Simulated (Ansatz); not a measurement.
H2CClF (P2_1), computed twice by G0W0.

```
H C Cl F
1.0
     5.02060    0.00000    0.00000
     0.00000    4.14770    0.00000
    -2.11432    0.00000    6.42885
H C Cl F
4 2 2 2
Direct
  0.28530 0.39148 0.15539
  0.71470 0.89148 0.84461
  0.57077 0.10786 0.27085
  0.42923 0.60786 0.72915
  0.34603 0.14081 0.19431
  0.65397 0.64081 0.80569
  0.16636 0.00248 0.36828
  0.83364 0.50248 0.63172
  0.26439 0.95787 0.01487
  0.73561 0.45787 0.98513
```

Geometry: measured cell, ions relaxed with PBE. The runs that relaxed it are not among those shown.

The first (Ansatz 0.2.0; start PBE, 2×4×2 mesh, 303 empty bands, screening to 100 eV, PAW set soft_1 files; 1 × NVIDIA H100 80GB HBM3 (shared by 6 runs) with 2 threads of AMD EPYC 7R13 (Zen 3), shared host) gave, on its mesh: starting gap 5.99 eV, G0W0 gap 10.00 eV, RPA ε∞ (mean) 2.14, 18 s.

The second gave: starting gap 5.99 eV, G0W0 gap 9.97 eV, RPA ε∞ (mean) 2.14, 85 s.

Question: What was changed in the input? Choose among start, files, mesh, bands and cutoff, frequency model or another key.

Changed: empty bands from 303 to 1579. The starting gap stayed, which rules out the functional and points to the GW step. Other changes could give like numbers; this is the one that was made.

Limits: not at the basis limit; coarse k mesh.

[Paths, hosts, dates, memory and timing lines, banners, echoed tables and standing remarks are left out of the program output.]

[Logs are printed without paths, hosts, clocks, repeated set-up lines and the standing remarks that a program may print on its own settings, such as how far it seeks lower states.]

[Runs of the session that timed out or met a known fault of the program may be left out.]

[Cells called generated may have been cut or substituted from an entry of the Crystallography Open Database or the Materials Project.]

[Hosts, paths, dates, database ids (printed as entryN), source tags and the programs' standing remarks are cut or masked in the printed files.]
